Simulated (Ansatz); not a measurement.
# Ir(111) film, 1 layer, flat: channels in plane against thickness, part 2 of 2

How does quantum confinement change the conductance of Ir(111) film, 1 layer, flat and thicker films?

Ansatz 0.2.0; Ansatz plane-wave DFT, PBE, PAW files; ballistic transport by layer matching (Landauer), zero bias.

So far. Step 5 (With 4 layers, thickness 8.867 A): The lead conductance per cell is 5.09 G₀, 2.4 % over the 4.97 G₀ of the last finished run, within the error estimates, leads' steps apart, of 3.9 and 3.4 %.

### Step 7. With 5 layers, thickness 11.083 A

The film grows to 5 layers.

System of this step: Ir(111) film, 5 layers, flat. The cell holds 10 atoms: 10 Ir. Its edges and angles: a = 19.867 Å, b = 2.715 Å, c = 4.702 Å, α = 90.0°, β = 90.0°, γ = 90.0°. It derives from Ir. Vacuum lies along a. The structure's axis is c.

Input file input.yaml:

```yaml
crystal:
  lattice:
    - [19.8667144941, 0.0, 0.0]
    - [0.0, 2.7148657757, 0.0]
    - [0.0, 0.0, 4.7022854592]
  atoms:
    - { symbol: Ir, position: [0.2265095218, 0.0, 0.0] }
    - { symbol: Ir, position: [0.2265095218, 0.5, 0.5] }
    - { symbol: Ir, position: [0.3380870363, 0.0, 0.3333333333] }
    - { symbol: Ir, position: [0.3380870363, 0.5, 0.8333333333] }
    - { symbol: Ir, position: [0.4496645507, 0.0, 0.6666666667] }
    - { symbol: Ir, position: [0.4496645507, 0.5, 0.1666666667] }
    - { symbol: Ir, position: [0.5612420652, 0.0, 0.0] }
    - { symbol: Ir, position: [0.5612420652, 0.5, 0.5] }
    - { symbol: Ir, position: [0.6728195796, 0.0, 0.3333333333] }
    - { symbol: Ir, position: [0.6728195796, 0.5, 0.8333333333] }
kpoints:
  mp_grid: { grid: [1, 15, 9] }
hamiltonian:
  xc: pbe
scf:
  occupations: { method: fermi_dirac, width: 0.1 }
output:
  transmission:
    leads: [[0, 0]]
    kmesh: [1, 46]
    e_range: [-0.27, 0.27]
    de: 0.036
```

Run with:

```
> ansatz run input.yaml --threads 4 --pin off --max-ram 8192MiB --backend cpu --events-out ev --progress --plain --runs-dir out
```

Numbers of over 12 decimals in the logs are rounded to 6 here.

The log of the run:

```text
Engine: ansatz 0.2.0, aarch64-unknown-linux-gnu
Pseudopotentials: kind: paw
Pseudopotential: Ir, paw, valence charge 17, recommended cutoff 420 eV (normal), Ir.paw.azcp
Functional definition: PBE
  parameter kappa = 0.804
  parameter beta = 0.066725
  exchange = pbe_x(kappa = kappa, mu = beta*pi^2/3)
  correlation = pbe_c(beta = beta)
Crystal: 10 atoms, lattice volume = 253.620 Å³
Basis set: ecut = 420 eV, 4973 PW (Γ)
Bands: 102, of which v1, the nominal top of the filled ones, is band 85 counted from 1 (84 counted from 0)
Symmetry: 8 space group operations
Space group: P-3m1 (ITA 164), of the structure as read, at distance tolerance 6.3e-5 Å
k-points: 40 of 135
Non-local potential: Ir, projectors of the file, l = 0: 3, l = 1: 2, l = 2: 2, l = 3: 1
PAW form: soft (Blöchl's): semilocal exchange-correlation on the pseudo side does not see the compensation charge
PAW one-centre angular grid: Ir, 590 points (default); XC on 64 Gauss nodes
Initial density: superposition of atomic densities (neutral atoms: chi_scale 0, normalization atom), corrected by the library's trained network
Initial wavefunctions: pseudopotential atomic-orbital guess
Functional: x = pbe(κ = 0.804, μ = 0.219515), c = pbe(β = 0.066725)
SCF iter   1: F=—  HF=-119349.667810 eV  |F-HF|=—  |Δ(HF+E_count)|=         —  Δρ=1.05e-2  dr2=3.27e0  ethr=1.77e-3  ⟨swp⟩=7.1  Hψ=16370  notcnv=0  defer=32
preconditioner: auto → LDOS  [metal: Δε(μ)=0.011 eV  Ē_g=6.282 eV  σ=0.100 eV  W_gap=0.03  n_scr=56 (ndim 8)  ℏωp=22.1 eV  f_vac=0.385  D(μ)=11.16/eV (n_scr^D=98)  β→1.0]
SCF iter   2: F=—  HF=-119349.626205 eV  |F-HF|=—  |Δ(HF+E_count)|=   4.16e-2  Δρ=3.67e-3  dr2=9.59e-2  ethr=1.77e-3  ⟨swp⟩=1.6  Hψ=4750  notcnv=0  defer=58
SCF iter   3: F=—  HF=-119349.621000 eV  |F-HF|=—  |Δ(HF+E_count)|=   5.21e-3  Δρ=1.24e-3  dr2=1.37e-2  ethr=5.64e-5  ⟨swp⟩=2.0  Hψ=5705  notcnv=0  defer=64
SCF iter   4: F=—  HF=-119349.620150 eV  |F-HF|=—  |Δ(HF+E_count)|=   8.50e-4  Δρ=2.00e-4  dr2=8.81e-4  ethr=8.08e-6  ⟨swp⟩=1.9  Hψ=5353  notcnv=0  defer=64
SCF iter   5: F=—  HF=-119349.620140 eV  |F-HF|=—  |Δ(HF+E_count)|=   9.59e-6  Δρ=7.41e-5  dr2=2.49e-5  ethr=5.18e-7  ⟨swp⟩=2.2  Hψ=6152  notcnv=0  defer=64
SCF iter   6: F=—  HF=-119349.620276 eV  |F-HF|=—  |Δ(HF+E_count)|=   1.36e-4  Δρ=2.37e-5  dr2=3.89e-6  ethr=1.47e-8  ⟨swp⟩=3.0  Hψ=8194  notcnv=0  defer=64
SCF iter   7: F=—  HF=-119349.620276 eV  |F-HF|=—  |Δ(HF+E_count)|=   6.94e-8  Δρ=8.00e-6  dr2=3.03e-7  ethr=2.29e-9  ⟨swp⟩=2.2  Hψ=6686  notcnv=0  defer=64
SCF iter   8: F=-119349.620277 eV  HF=-119349.620277 eV  |F-HF|=2.74e-9  |Δ(HF+E_count)|=   7.51e-8  Δρ=2.25e-6  dr2=1.75e-8  ethr=5.88e-11  ⟨swp⟩=9.8  Hψ=11387  notcnv=0
SCF 1 converged in 8 iterations: F = -119349.620277 eV  dr2 = 1.75e-8
[...]
transmission: 36 of 288 steps passed
transmission: 60 of 288 steps passed
WARN: the run was ended behind the SCF: a stop after 84 completed steps of the transmission. The result of record stands; what else was asked for is given out only as far as it was finished by then, or is formed of that. The run will not end as completed
SCF converged after 8 iterations
Free energy (F): -119349.620277 eV
Harris-Foulkes:  -119349.620277 eV  (|F-HF|=2.74e-9)
Internal energy: -119349.253392 eV  (E = F + TS)
E sigma→0 (E₀):  -119349.436834 eV
Entropy (-TS):   -0.366884 eV (-36.688 meV/atom)
Fermi energy:    11.909436 eV
--- Per-component energies (eV) ---
  E_band       = -3135.492422
  E_kinetic    = 6219.610132
  E_local      = -147612.056038  (includes V_loc(G=0)·N_el)
  E_nonlocal   = 728.643605
  E_hartree    = 71419.833063
  E_xc         = -2673.568749
  E_vxc        = -2992.504925  (∫ρ·V_xc dr)
  E_paw        = -92234.068150  (= ΣΔE_a)
  E_vpaw       = -2318.874493  (= ΣTr[D̂ρ^β])
  E_aug_tail   = 0.000548  (compensation charges beyond the density's cutoff)
  E_ewald      = 44802.352198
  E_smearing   = -0.366884  (= −TS)
  E_closure    = 0.000000  (closes the sum)
  Σ components = -119349.620277   (vs F -119349.620277, Δ=0.00e0)
--- Band table (eV; the first three rows and the last of 40) ---
  k-point 0: bands = [... 81 lower, 11.4566, 11.4568, 11.8358, 12.0246, 12.2613, 12.2629, 12.5789, 12.6404, ... 13 higher]
  k-point 1: bands = [... 81 lower, 11.3753, 11.4611, 11.7566, 11.8055, 12.0518, 12.2655, 12.5801, 12.6094, ... 13 higher]
  k-point 2: bands = [... 81 lower, 11.0591, 11.1620, 11.4760, 11.6372, 12.0534, 12.1893, 12.1914, 12.2742, ... 13 higher]
  k-point 39: bands = [... 81 lower, 12.6702, 12.8117, 12.8930, 12.9340, 12.9895, 13.0756, 13.1283, 13.4320, ... 13 higher]
Error: SIGTERM received: cancelled by the caller after 84 completed steps of the transmission, in an analysis behind the self-consistent cycle: that cycle's result was reported, and what else the deck asks for behind it is given out only as far as it was finished by then, or is formed of that: a resume of the run directory makes the rest
```

It took 15 min on 4 threads of Arm Neoverse V1, shared host; peak memory 2.8 GiB.

The run was cut off at the time limit after its SCF cycle had converged; no result of it is taken.

The program's message: “Error: SIGTERM received: cancelled by the caller after 84 completed steps of the transmission, in an analysis behind the self-consistent cycle: that cycle's result was reported, and what else the deck …”

### Step 8. What came out

```yaml
conductance_per_cell_1_layer: 2.88 G₀
conductance_per_cell_2_layers: 3.35 G₀
conductance_per_cell_3_layers: 4.97 G₀
conductance_per_cell_4_layers: 5.09 G₀
```

**Reading.** The conductance per cell width goes from 2.88 G0 at 1 to 5.09 G0 at 4 layers. Over the film's own cross-section (layers × spacing × width) the conductance runs from 3.7 to 1.6×10¹⁵ S/m²; that nominal section leaves out the charge that spills into the vacuum, which flatters the thinnest films. The gains from one thickness to the next are 0.47, 1.6 and 0.12 G0 per added layer; they differ by more than the error estimates allow, as expected where subbands cross the Fermi level in steps. The film repeats perfectly along the current, so nothing scatters; its faces are clean and not relaxed. Very thin films of this metal can turn magnetic, which an unpolarised run can't show. Spin-orbit coupling is left out, which matters for Ir.

[Logs are printed without paths, hosts, clocks, repeated set-up lines and the standing remarks that a program may print on its own settings, such as how far it seeks lower states.]

[Hosts, paths, dates, database ids (printed as entryN), source tags and the programs' standing remarks are cut or masked in the printed files.]
